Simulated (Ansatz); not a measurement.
## The perfect GaP wire along [111], 38 atoms a period, H-terminated

Aim: is the GaP wire along [111], 38 atoms a period, H-terminated a metal or a semiconductor?

Method: DFT PBE, plane waves, PAW; relaxation of a wire's period; PAW set soft_1, in the first sound run; inputs show where later runs differ, in Ansatz 0.2.0.

## (1) The structure

The cell holds 68 atoms: 19 Ga, 19 P and 30 H. Its edges and angles: a = 17.172 Å, b = 18.636 Å, c = 9.544 Å, α = 90.0°, β = 90.0°, γ = 90.0°. Vacuum lies along a and b. The structure's axis is c.

## (2) Relaxation of atoms and period

Band widths follow the bond lengths, so the wire is relaxed first. The atoms and the third cell vector are free; the box across stays fixed as vacuum. A Fermi-Dirac smearing is set since the result may be a metal. The pressure printed is a third of the stress's trace over the whole box, vacuum included; only the stress along the axis is relaxed.

input.yaml

```yaml
crystal:
  lattice:
    - [17.172, 0.0, 0.0]
    - [0.0, 18.636, 0.0]
    - [0.0, 0.0, 9.5435999497]
  atoms:
    - { symbol: Ga, position: [0.273122793, 0.503784849, 0.0] }
    - { symbol: Ga, position: [0.386567888, 0.68484152, 0.0] }
    - { symbol: Ga, position: [0.500012984, 0.503784849, 0.0] }
    - { symbol: Ga, position: [0.61345808, 0.68484152, 0.0] }
    - { symbol: P, position: [0.273122793, 0.503784849, 0.25] }
    - { symbol: P, position: [0.386567888, 0.322728178, 0.25] }
    - { symbol: P, position: [0.386567888, 0.68484152, 0.25] }
    - { symbol: P, position: [0.500012984, 0.503784849, 0.25] }
    - { symbol: P, position: [0.61345808, 0.322728178, 0.25] }
    - { symbol: P, position: [0.61345808, 0.68484152, 0.25] }
    - { symbol: P, position: [0.726903175, 0.503784849, 0.25] }
    - { symbol: H, position: [0.197996739, 0.664455981, 0.278148008] }
    - { symbol: H, position: [0.500012984, 0.182442584, 0.278148008] }
    - { symbol: H, position: [0.802029229, 0.664455981, 0.278148008] }
    - { symbol: H, position: [0.205128959, 0.46761247, 0.299946212] }
    - { symbol: H, position: [0.318574055, 0.286555799, 0.299946212] }
    - { symbol: H, position: [0.386567888, 0.757186279, 0.299946212] }
    - { symbol: H, position: [0.61345808, 0.757186279, 0.299946212] }
    - { symbol: H, position: [0.681451913, 0.286555799, 0.299946212] }
    - { symbol: H, position: [0.794897009, 0.46761247, 0.299946212] }
    - { symbol: Ga, position: [0.273122793, 0.624489296, 0.333333333] }
    - { symbol: Ga, position: [0.386567888, 0.443432625, 0.333333333] }
    - { symbol: Ga, position: [0.500012984, 0.624489296, 0.333333333] }
    - { symbol: Ga, position: [0.500012984, 0.262375954, 0.333333333] }
    - { symbol: Ga, position: [0.61345808, 0.443432625, 0.333333333] }
    - { symbol: Ga, position: [0.726903175, 0.624489296, 0.333333333] }
    - { symbol: P, position: [0.273122793, 0.624489296, 0.583333333] }
    - { symbol: P, position: [0.386567888, 0.443432625, 0.583333333] }
    - { symbol: P, position: [0.500012984, 0.624489296, 0.583333333] }
    - { symbol: P, position: [0.500012984, 0.262375954, 0.583333333] }
    - { symbol: P, position: [0.61345808, 0.443432625, 0.583333333] }
    - { symbol: P, position: [0.726903175, 0.624489296, 0.583333333] }
    - { symbol: H, position: [0.197996739, 0.423047087, 0.611481341] }
    - { symbol: H, position: [0.273122793, 0.303147032, 0.611481341] }
    - { symbol: H, position: [0.42488693, 0.785160429, 0.611481341] }
    - { symbol: H, position: [0.575139038, 0.785160429, 0.611481341] }
    - { symbol: H, position: [0.726903175, 0.303147032, 0.611481341] }
    - { symbol: H, position: [0.802029229, 0.423047087, 0.611481341] }
    - { symbol: H, position: [0.205128959, 0.588316917, 0.633279545] }
    - { symbol: H, position: [0.273122793, 0.696834055, 0.633279545] }
    - { symbol: H, position: [0.43201915, 0.226203575, 0.633279545] }
    - { symbol: H, position: [0.568006818, 0.226203575, 0.633279545] }
    - { symbol: H, position: [0.726903175, 0.696834055, 0.633279545] }
    - { symbol: H, position: [0.794897009, 0.588316917, 0.633279545] }
    - { symbol: Ga, position: [0.273122793, 0.383080402, 0.666666667] }
    - { symbol: Ga, position: [0.386567888, 0.564137073, 0.666666667] }
    - { symbol: Ga, position: [0.500012984, 0.383080402, 0.666666667] }
    - { symbol: Ga, position: [0.500012984, 0.745193744, 0.666666667] }
    - { symbol: Ga, position: [0.61345808, 0.564137073, 0.666666667] }
    - { symbol: Ga, position: [0.726903175, 0.383080402, 0.666666667] }
    - { symbol: P, position: [0.273122793, 0.383080402, 0.916666667] }
    - { symbol: P, position: [0.386567888, 0.564137073, 0.916666667] }
    - { symbol: P, position: [0.500012984, 0.383080402, 0.916666667] }
    - { symbol: P, position: [0.500012984, 0.745193744, 0.916666667] }
    - { symbol: P, position: [0.61345808, 0.564137073, 0.916666667] }
    - { symbol: P, position: [0.726903175, 0.383080402, 0.916666667] }
    - { symbol: H, position: [0.197996739, 0.543751534, 0.944814675] }
    - { symbol: H, position: [0.311441835, 0.724808205, 0.944814675] }
    - { symbol: H, position: [0.386567888, 0.242794808, 0.944814675] }
    - { symbol: H, position: [0.61345808, 0.242794808, 0.944814675] }
    - { symbol: H, position: [0.688584134, 0.724808205, 0.944814675] }
    - { symbol: H, position: [0.802029229, 0.543751534, 0.944814675] }
    - { symbol: H, position: [0.205128959, 0.346908022, 0.966612879] }
    - { symbol: H, position: [0.500012984, 0.817538503, 0.966612879] }
    - { symbol: H, position: [0.794897009, 0.346908022, 0.966612879] }
    - { symbol: Ga, position: [0.386567888, 0.322728178, 0.0] }
    - { symbol: Ga, position: [0.61345808, 0.322728178, 0.0] }
    - { symbol: Ga, position: [0.726903175, 0.503784849, 0.0] }
kpoints:
  mp_grid: { grid: [1, 1, 9] }
scf:
  occupations: { method: fermi_dirac, width: 0.05 }
hamiltonian:
  xc: pbe
  pseudopotentials: { kind: paw, azcp: { folder: soft_1 } }
relax:
  cell: { fix: [a, b, alpha, beta, gamma] }
  max_steps: 45
  f_tol: 0.03
```

Started as:

```console
ansatz run input.yaml --threads 8 --pin off --max-ram 16384MiB --backend cpu --events-out ev --progress --plain --runs-dir out
```

Numbers of over 12 decimals in the logs are rounded to 6 here.

Log:

```text
Engine: ansatz 0.2.0, aarch64-unknown-linux-gnu
Pseudopotentials: kind: paw
Pseudopotential: Ga, paw, valence charge 13, recommended cutoff 420 eV (normal), soft_1/Ga.paw.azcp
Pseudopotential: P, paw, valence charge 5, recommended cutoff 420 eV (normal), soft_1/P.paw.azcp
Pseudopotential: H, paw, valence charge 1, recommended cutoff 420 eV (normal), soft_1/H.paw.azcp
Functional definition: PBE
  parameter kappa = 0.804
  parameter beta = 0.066725
  exchange = pbe_x(kappa = kappa, mu = beta*pi^2/3)
  correlation = pbe_c(beta = beta)
Crystal: 68 atoms, lattice volume = 3054.118 Å³
Basis set: ecut = 420 eV, 59625 PW (Γ), exchange–correlation on 240×250×128 points (8 copies of the dense FFT grid, shifted against one another)
Bands: 254, of which v1, the nominal top of the filled ones, is band 186 counted from 1 (185 counted from 0)
Symmetry: 2 space group operations
Space group: Pm (ITA 6), of the structure as read, at distance tolerance 1.5e-4 Å
k-points: 5 of 9 (time reversal used)
Non-local potential: Ga, projectors of the file, l = 0: 2, l = 1: 2, l = 2: 3, l = 3: 1
Non-local potential: P, projectors of the file, l = 0: 2, l = 1: 2, l = 2: 1
Non-local potential: H, projectors of the file, l = 0: 2, l = 1: 1
PAW form: soft (Blöchl's): semilocal exchange-correlation on the pseudo side does not see the compensation charge
PAW one-centre angular grid: Ga, 590 points (default); XC on 64 Gauss nodes
PAW one-centre angular grid: P, 110 points (default); XC on 64 Gauss nodes
PAW one-centre angular grid: H, 110 points (default); XC on 64 Gauss nodes
Initial density: superposition of atomic densities (neutral atoms: chi_scale 0, normalization atom)
Initial wavefunctions: pseudopotential atomic-orbital guess
Functional: x = pbe(κ = 0.804, μ = 0.219515), c = pbe(β = 0.066725)
SCF iter   1: F=—  HF=-86731.274644 eV  |F-HF|=—  |Δ(HF+E_count)|=         —  Δρ=3.65e-2  dr2=3.86e1  ethr=3.10e-3  ⟨swp⟩=9.4  Hψ=5727  notcnv=0  defer=118
preconditioner: auto → Resta (q_TF=auto, 1.921 Å⁻¹)  ε∞=1.9  [insulator: Δε(μ)=3.289 eV  Ē_g=13.817 eV  σ=0.050 eV  W_gap=1.00  n_scr=360 (ndim 8)  ℏωp=13.0 eV  f_vac=0.574  D(μ)=0.00/eV (n_scr^D=0)  ε∞_Penn≈1.9  vacuum switching on, ρ_ref=1.4e-2 e/Å³]
SCF iter   2: F=—  HF=-86721.159738 eV  |F-HF|=—  |Δ(HF+E_count)|=    1.01e1  Δρ=1.69e-2  dr2=7.10e0  ethr=3.10e-3  ⟨swp⟩=4.0  Hψ=2294  notcnv=0  defer=313
SCF iter   3: F=—  HF=-86719.824393 eV  |F-HF|=—  |Δ(HF+E_count)|=    1.34e0  Δρ=4.07e-3  dr2=8.69e-1  ethr=1.91e-3  ⟨swp⟩=4.0  Hψ=1958  notcnv=0  defer=313
SCF iter   4: F=—  HF=-86719.480193 eV  |F-HF|=—  |Δ(HF+E_count)|=   3.44e-1  Δρ=1.61e-3  dr2=8.41e-2  ethr=2.34e-4  ⟨swp⟩=4.4  Hψ=2349  notcnv=0  defer=306
SCF iter   5: F=—  HF=-86719.481305 eV  |F-HF|=—  |Δ(HF+E_count)|=   1.11e-3  Δρ=5.43e-4  dr2=1.19e-2  ethr=2.26e-5  ⟨swp⟩=2.8  Hψ=1934  notcnv=0  defer=306
SCF iter   6: F=—  HF=-86719.483481 eV  |F-HF|=—  |Δ(HF+E_count)|=   2.18e-3  Δρ=2.06e-4  dr2=1.91e-3  ethr=3.19e-6  ⟨swp⟩=3.0  Hψ=2414  notcnv=0  defer=306
SCF iter   7: F=—  HF=-86719.484008 eV  |F-HF|=—  |Δ(HF+E_count)|=   5.26e-4  Δρ=7.28e-5  dr2=1.32e-4  ethr=5.12e-7  ⟨swp⟩=2.0  Hψ=1784  notcnv=0  defer=306
SCF iter   8: F=—  HF=-86719.484208 eV  |F-HF|=—  |Δ(HF+E_count)|=   2.01e-4  Δρ=2.01e-5  dr2=1.20e-5  ethr=3.54e-8  ⟨swp⟩=2.0  Hψ=1894  notcnv=0  defer=306
SCF iter   9: F=—  HF=-86719.484077 eV  |F-HF|=—  |Δ(HF+E_count)|=   1.31e-4  Δρ=9.18e-6  dr2=2.65e-6  ethr=3.22e-9  ⟨swp⟩=2.0  Hψ=2200  notcnv=0  defer=306
SCF iter  10: F=—  HF=-86719.484077 eV  |F-HF|=—  |Δ(HF+E_count)|=   1.64e-8  Δρ=1.81e-6  dr2=1.48e-7  ethr=7.11e-10  ⟨swp⟩=2.0  Hψ=1894  notcnv=0  defer=306
SCF iter  11: F=-86719.484077 eV  HF=-86719.484077 eV  |F-HF|=8.41e-9  |Δ(HF+E_count)|=   1.05e-7  Δρ=6.42e-7  dr2=1.81e-8  ethr=2.69e-11  ⟨swp⟩=5.0  Hψ=4251  notcnv=0
SCF 1 converged in 11 iterations: F = -86719.484077 eV  dr2 = 1.81e-8
  greatest PAW one-centre occupation: 0.994 electrons in one spin orbital (limit 2), on the Ga atom at site 25 (counted from 0), in its partial waves of l = 2
relax step   1: F+E_penalty+E_count = -86719.48407746 eV  Δ(F+E_penalty+E_count) = +0.000e0 eV  max|allowed force component| = 8.188e-1 eV/Å  Δτ_max = 0.0000 Å  P = -0.185 GPa  Ω = 3054.118 Å³  fix = [a, b, alpha, beta, gamma]  reactions: a -0.315, b -0.316 GPa; alpha -0.001 GPa/rad  (11 SCF iters, dr2 threshold 1.00e-7 eV, accepted)
Crystal: 68 atoms, lattice volume = 3054.061 Å³
Initial density: handed on by an earlier stage of this run
Initial wavefunctions: those handed on with the density
iter 1 solved again at ethr=6.90e-4 eV; its pass at ethr=3.10e-3 eV (dr2=2.57e0 eV) is discarded
SCF iter   1: F=—  HF=-86720.985758 eV  |F-HF|=—  |Δ(HF+E_count)|=         —  Δρ=1.25e-2  dr2=2.65e0  ethr=6.90e-4  ⟨swp⟩=4.6  Hψ=6679  notcnv=0
preconditioner: auto → Resta (q_TF=auto, 1.921 Å⁻¹)  ε∞=1.9  [insulator: Δε(μ)=2.782 eV  Ē_g=13.939 eV  σ=0.050 eV  W_gap=1.00  n_scr=360 (ndim 8)  ℏωp=13.0 eV  f_vac=0.615  D(μ)=0.00/eV (n_scr^D=0)  ε∞_Penn≈1.9  vacuum switching on, ρ_ref=1.4e-2 e/Å³]
SCF iter   2: F=—  HF=-86720.568018 eV  |F-HF|=—  |Δ(HF+E_count)|=   4.18e-1  Δρ=6.01e-3  dr2=5.22e-1  ethr=6.90e-4  ⟨swp⟩=5.2  Hψ=2371  notcnv=0
SCF iter   3: F=—  HF=-86720.573173 eV  |F-HF|=—  |Δ(HF+E_count)|=   5.15e-3  Δρ=1.61e-3  dr2=2.60e-1  ethr=1.40e-4  ⟨swp⟩=3.4  Hψ=1995  notcnv=0  defer=241
SCF iter   4: F=—  HF=-86720.530039 eV  |F-HF|=—  |Δ(HF+E_count)|=   4.31e-2  Δρ=4.11e-4  dr2=5.78e-3  ethr=6.98e-5  ⟨swp⟩=2.4  Hψ=1350  notcnv=0  defer=303
SCF iter   5: F=—  HF=-86720.530869 eV  |F-HF|=—  |Δ(HF+E_count)|=   8.30e-4  Δρ=1.21e-4  dr2=6.89e-4  ethr=1.55e-6  ⟨swp⟩=2.0  Hψ=2018  notcnv=0  defer=303
SCF iter   6: F=—  HF=-86720.530884 eV  |F-HF|=—  |Δ(HF+E_count)|=   1.50e-5  Δρ=4.76e-5  dr2=1.18e-4  ethr=1.85e-7  ⟨swp⟩=2.0  Hψ=1837  notcnv=0  defer=303
SCF iter   7: F=—  HF=-86720.530886 eV  |F-HF|=—  |Δ(HF+E_count)|=   1.43e-6  Δρ=1.49e-5  dr2=9.26e-6  ethr=3.18e-8  ⟨swp⟩=2.0  Hψ=1837  notcnv=0  defer=303
SCF iter   8: F=-86720.530888 eV  HF=-86720.530888 eV  |F-HF|=3.79e-8  |Δ(HF+E_count)|=   2.18e-6  Δρ=5.02e-6  dr2=8.19e-7  ethr=1.83e-9  ⟨swp⟩=5.0  Hψ=3568  notcnv=0
SCF 2 converged in 8 iterations: F = -86720.530888 eV  dr2 = 8.19e-7
relax step   2: F+E_penalty+E_count = -86720.53088772 eV  Δ(F+E_penalty+E_count) = -1.047e0 eV  max|allowed force component| = 3.786e-1 eV/Å  Δτ_max = 0.1943 Å  P = -0.134 GPa  Ω = 3054.061 Å³  energy of the carried Pulay correction = +7.645e-6 eV  fix = [a, b, alpha, beta, gamma]  reactions: a -0.118, b -0.122 GPa; alpha +0.000 GPa/rad  (8 SCF iters, dr2 threshold 6.80e-6 eV, accepted)
[...]
atom   1  Ga     0.00364659     0.00100157    -0.00114179
  atom   2  Ga     0.00098039    -0.00344595    -0.00106710
  atom   3  Ga     0.00000000     0.00002569     0.00047655
  atom   4  Ga    -0.00098039    -0.00344595    -0.00106710
  atom   5  P      0.00109913    -0.00353382    -0.00207649
  atom   6  P     -0.00252249     0.00282037    -0.00213852
  atom   7  P      0.00354459     0.00063166    -0.00208933
  atom   8  P      0.00000000    -0.00002825    -0.00922552
  atom   9  P      0.00252249     0.00282037    -0.00213852
  atom  10  P     -0.00354459     0.00063166    -0.00208933
  atom  11  P     -0.00109913    -0.00353382    -0.00207649
  atom  12  H      0.00149466    -0.00089270     0.00207763
  atom  13  H      0.00000000     0.00185803     0.00207603
  atom  14  H     -0.00149466    -0.00089270     0.00207763
  atom  15  H     -0.00135763     0.00088686    -0.00084467
  atom  16  H      0.00005791    -0.00167553    -0.00082981
  atom  17  H     -0.00145240     0.00082830    -0.00080966
  atom  18  H      0.00145240     0.00082830    -0.00080966
  atom  19  H     -0.00005791    -0.00167553    -0.00082981
  atom  20  H      0.00135763     0.00088686    -0.00084467
  atom  21  Ga     0.00172414    -0.00082155    -0.00224800
  atom  22  Ga     0.00212415     0.00117771     0.00167685
  atom  23  Ga     0.00000000    -0.00232192     0.00162447
  atom  24  Ga     0.00000000     0.00179102    -0.00221907
  atom  25  Ga    -0.00212415     0.00117771     0.00167685
  atom  26  Ga    -0.00172414    -0.00082155    -0.00224800
  atom  27  P      0.00199545    -0.00123264    -0.00575730
  atom  28  P     -0.01298551    -0.00747105     0.00428623
  atom  29  P      0.00000000     0.01499620     0.00426246
  atom  30  P      0.00000000     0.00235331    -0.00578198
  atom  31  P      0.01298551    -0.00747105     0.00428623
  atom  32  P     -0.00199545    -0.00123264    -0.00575730
  atom  33  H     -0.00268747    -0.00010166     0.00063758
  atom  34  H     -0.00134958    -0.00234751     0.00062855
  atom  35  H     -0.00139801     0.00225078     0.00064259
  atom  36  H      0.00139801     0.00225078     0.00064259
  atom  37  H      0.00134958    -0.00234751     0.00062855
  atom  38  H      0.00268747    -0.00010166     0.00063758
  atom  39  H     -0.00074319    -0.00187419     0.00145811
  atom  40  H      0.00125472     0.00164666     0.00142583
[...]
atom  57  H     -0.00278424     0.00042558     0.00125298
  atom  58  H     -0.00171305     0.00210231     0.00124371
  atom  59  H     -0.00101780    -0.00254295     0.00125453
  atom  60  H      0.00101780    -0.00254295     0.00125453
  atom  61  H      0.00171305     0.00210231     0.00124371
  atom  62  H      0.00278424     0.00042558     0.00125298
  atom  63  H      0.00225655     0.00127628     0.00415166
  atom  64  H      0.00000000    -0.00257408     0.00419109
  atom  65  H     -0.00225655     0.00127628     0.00415166
  atom  66  Ga     0.00261093     0.00253881    -0.00107998
  atom  67  Ga    -0.00261093     0.00253881    -0.00107998
  atom  68  Ga    -0.00364659     0.00100157    -0.00114179
  max |Σ_I F_I| component: 3.52e-6 eV/Å
--- Stress (GPa, compression-positive) ---
        0.003329       0.000000       0.000000
        0.000000       0.000588       0.000015
        0.000000       0.000015      -0.001788
  P = ⅓ Tr σ = 0.0007 GPa (0.007 kbar)
--- Relaxed structure (5 steps of the walk, 5 accepted, 1 SCFs on fresh bases) ---
  F+E_penalty+E_count = -86720.80783263 eV   max|allowed force component| = 1.500e-2 eV/Å   (the final SCF, on the basis selected at the relaxed cell)
  cell:  # Å, volume = 3055.2972 Å³
    - [17.172, 0.0, 0.0]
    - [0.0, 18.636, 0]
    - [0.0, 0, 9.547285]
  atoms:
    - { symbol: Ga, position: [0.269290, 0.505642, -0.00471516] }
    - { symbol: Ga, position: [0.382909, 0.686987, -0.00471216] }
    - { symbol: Ga, position: [0.500013, 0.503786, 0.00243341] }
    - { symbol: Ga, position: [0.617117, 0.686987, -0.00471216] }
    - { symbol: P, position: [0.278956, 0.506905, 0.246980] }
    - { symbol: P, position: [0.392407, 0.325825, 0.246983] }
    - { symbol: P, position: [0.386554, 0.678644, 0.246980] }
    - { symbol: P, position: [0.500013, 0.503792, 0.253298] }
    - { symbol: P, position: [0.607619, 0.325825, 0.246983] }
    - { symbol: P, position: [0.613472, 0.678644, 0.246980] }
    - { symbol: P, position: [0.721070, 0.506905, 0.246980] }
    - { symbol: H, position: [0.192027, 0.667620, 0.279926] }
    - { symbol: H, position: [0.500013, 0.176109, 0.279878] }
    - { symbol: H, position: [0.807999, 0.667620, 0.279926] }
    - { symbol: H, position: [0.211835, 0.471201, 0.299988] }
    - { symbol: H, position: [0.325294, 0.290108, 0.299991] }
    - { symbol: H, position: [0.386547, 0.750062, 0.299966] }
    - { symbol: H, position: [0.613479, 0.750062, 0.299966] }
    - { symbol: H, position: [0.674732, 0.290108, 0.299991] }
    - { symbol: H, position: [0.788191, 0.471201, 0.299988] }
    - { symbol: Ga, position: [0.267357, 0.627568, 0.326725] }
    - { symbol: Ga, position: [0.388227, 0.444323, 0.342028] }
    - { symbol: Ga, position: [0.500013, 0.622741, 0.342021] }
    - { symbol: Ga, position: [0.500013, 0.256251, 0.326725] }
    - { symbol: Ga, position: [0.611799, 0.444323, 0.342028] }
    - { symbol: Ga, position: [0.732669, 0.627568, 0.326725] }
    - { symbol: P, position: [0.279265, 0.621220, 0.577678] }
    - { symbol: P, position: [0.384480, 0.442319, 0.589743] }
    - { symbol: P, position: [0.500013, 0.626721, 0.589743] }
    - { symbol: P, position: [0.500013, 0.268899, 0.577671] }
    - { symbol: P, position: [0.615546, 0.442319, 0.589743] }
    - { symbol: P, position: [0.720761, 0.621220, 0.577678] }
    - { symbol: H, position: [0.196352, 0.427170, 0.611944] }
    - { symbol: H, position: [0.276188, 0.299754, 0.611965] }
    - { symbol: H, position: [0.420179, 0.784422, 0.611973] }
    - { symbol: H, position: [0.579847, 0.784422, 0.611973] }
    - { symbol: H, position: [0.723838, 0.299754, 0.611965] }
    - { symbol: H, position: [0.803674, 0.427170, 0.611944] }
    - { symbol: H, position: [0.210476, 0.590808, 0.634904] }
    - { symbol: H, position: [0.273438, 0.691314, 0.634918] }
    - { symbol: H, position: [0.437041, 0.229196, 0.634872] }
    - { symbol: H, position: [0.562985, 0.229196, 0.634872] }
    - { symbol: H, position: [0.726588, 0.691314, 0.634918] }
    - { symbol: H, position: [0.789550, 0.590808, 0.634904] }
    - { symbol: Ga, position: [0.266950, 0.379789, 0.660437] }
    - { symbol: Ga, position: [0.391398, 0.561573, 0.674845] }
    - { symbol: Ga, position: [0.500013, 0.388214, 0.674836] }
    - { symbol: Ga, position: [0.500013, 0.751777, 0.660471] }
    - { symbol: Ga, position: [0.608628, 0.561573, 0.674845] }
    - { symbol: Ga, position: [0.733076, 0.379789, 0.660437] }
    - { symbol: P, position: [0.279017, 0.386211, 0.911593] }
    - { symbol: P, position: [0.386174, 0.564351, 0.922714] }
    - { symbol: P, position: [0.500013, 0.382651, 0.922709] }
    - { symbol: P, position: [0.500013, 0.738942, 0.911618] }
    - { symbol: P, position: [0.613852, 0.564351, 0.922714] }
    - { symbol: P, position: [0.721009, 0.386211, 0.911593] }
    - { symbol: H, position: [0.193959, 0.545791, 0.946251] }
    - { symbol: H, position: [0.307485, 0.726991, 0.946240] }
    - { symbol: H, position: [0.386482, 0.238535, 0.946288] }
    - { symbol: H, position: [0.613544, 0.238535, 0.946288] }
    - { symbol: H, position: [0.692541, 0.726991, 0.946240] }
    - { symbol: H, position: [0.806067, 0.545791, 0.946251] }
    - { symbol: H, position: [0.211996, 0.350553, 0.965462] }
    - { symbol: H, position: [0.500013, 0.810250, 0.965495] }
    - { symbol: H, position: [0.788030, 0.350553, 0.965462] }
    - { symbol: Ga, position: [0.386391, 0.318738, -0.00471061] }
    - { symbol: Ga, position: [0.613635, 0.318738, -0.00471061] }
    - { symbol: Ga, position: [0.730736, 0.505642, -0.00471516] }
[key lines of the parts left out:]
SCF converged after 6 iterations
Free energy (F): -86720.807833 eV
Fermi energy:    -0.848939 eV
```

Elapsed: 13 min, on 8 threads of Arm Neoverse N1, shared host; peak memory 12 GiB.

Relaxation path:

| step | energy less that of the first step (eV) | largest force component (eV/Å) | pressure (GPa) | volume (Å³) |
| --- | --- | --- | --- | --- |
| 1 | 0.0000 | 0.8188 | -0.19 | 3054.12 |
| 2 | -1.0468 | 0.3786 | -0.13 | 3054.06 |
| 3 | -1.3141 | 0.1204 | -0.02 | 3051.79 |
| 4 | -1.3224 | 0.0404 | 0.01 | 3055.54 |
| 5 | -1.3236 | 0.0150 | 0.00 | 3055.30 |
| 6* | -1.3238 | 0.0150 | 0.00 | 3055.30 |

Relaxation steps marked * repeat the geometry before them on a plane-wave basis chosen anew for their cell, so energy and pressure can jump there.

Forces are held to the 2 operations that the run works with; a distortion that breaks them can't arise in this run.

| cell as run | before | after | change |
| --- | --- | --- | --- |
| c (Å) | 9.544 | 9.547 | +0.0 % |

The atoms that moved most (Å, along periodic axes as changes of fractional coordinates times the final cell, across vacuum about the mean position):

| atom | dx | dy | dz | length |
| --- | --- | --- | --- | --- |
| H63 | 0.118 | 0.068 | -0.011 | 0.137 |
| H65 | -0.118 | 0.068 | -0.011 | 0.137 |
| H64 | 0.000 | -0.136 | -0.011 | 0.136 |
| Ga48 | 0.000 | 0.123 | -0.059 | 0.136 |
| Ga50 | 0.106 | -0.061 | -0.059 | 0.136 |
| Ga45 | -0.106 | -0.061 | -0.059 | 0.136 |
| P27 | 0.105 | -0.061 | -0.054 | 0.133 |
| P32 | -0.105 | -0.061 | -0.054 | 0.133 |

Numbers from this step:

```
cell length along the wire : 9.547 Å
```

The cell's length comes to 9.547 Å with spin left out.

(Continued in part 2 of 2.)

[Logs are printed without paths, hosts, clocks, repeated set-up lines and the standing remarks that a program may print on its own settings, such as how far it seeks lower states.]

[Hosts, paths, dates, database ids (printed as entryN), source tags and the programs' standing remarks are cut or masked in the printed files.]
